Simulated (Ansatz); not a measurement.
G0W0 rungs for Ga2S3 (Cc).

Symmetry: Cc, No. 9, monoclinic system. The conventional cell has a = 11.107 Å, b = 6.395 Å, c = 7.021 Å, α = 90.00°, β = 121.17°, γ = 90.00°. Nearest to Ga lie 4 S at 2.19 to 2.33 Å. Nearest to Ga lie 4 S at 2.20 to 2.32 Å. Nearest to S lie 2 Ga at 2.19 to 2.20 Å. Nearest to S lie 3 Ga at 2.31 to 2.32 Å. Nearest to S lie 3 Ga at 2.31 to 2.33 Å. Farther neighbours and most contacts between anions are not listed.

```xyz
10
Lattice="5.5535 -3.1975 0.0000 5.5535 3.1975 0.0000 -3.6339 0.0000 6.0074" Properties=species:S:1:pos:R:3 pbc="T T T"
Ga    5.5668   -0.6245    0.7516
Ga    3.7498    0.6245    3.7554
Ga    1.8042   -0.4345    0.6944
Ga   -0.0127    0.4345    3.6981
S     1.9229   -2.6469    5.9101
S     3.7399    2.6469    2.9064
S     1.9353   -0.5915    3.0031
S     0.1184    0.5915    6.0068
S     7.4567    0.5372    0.0505
S     5.6397   -0.5372    3.0542
```

The cell and positions come from the Crystallography Open Database and are kept as given unless a step says otherwise.

Runs so far (Ansatz 0.2.0, start LDA, PAW set soft_1 files, 4×4×2 mesh). Times are wall times on 1 × NVIDIA H100 80GB HBM3 (shared by 6 runs) with 3 threads of AMD EPYC 7R13 (Zen 3), shared host, good to a factor of about two.

```
bands summed  cutoff (eV)  gap on the mesh (eV)  time
         220           51                 3.032  24 s
         543          102                 3.040  43 s
```

**Question.** What should the next rung give, with 1117 bands and screening to 170 eV, and where is the limit?

The error falls about as one over the bands when the cutoff rises with them. A line through the two highest rungs given predicts 3.044 eV; the run gave 3.041 eV, close to it. The two highest rungs put the limit near 3.041 eV, the pair below near 3.046 eV; their difference is a rough measure of what is unsettled in bands and cutoff; the mesh is a separate error.

Gaps are over the mesh's points; an edge off the mesh would be missed. Limits: not at the basis limit; no spin-orbit coupling; coarse k mesh.

[Paths, hosts, dates, memory and timing lines, banners, echoed tables and standing remarks are left out of the program output.]

[Logs are printed without paths, hosts, clocks, repeated set-up lines and the standing remarks that a program may print on its own settings, such as how far it seeks lower states.]

[Runs of the session that timed out or met a known fault of the program may be left out.]

[Cells called generated may have been cut or substituted from an entry of the Crystallography Open Database or the Materials Project.]

[Hosts, paths, dates, database ids (printed as entryN), source tags and the programs' standing remarks are cut or masked in the printed files.]
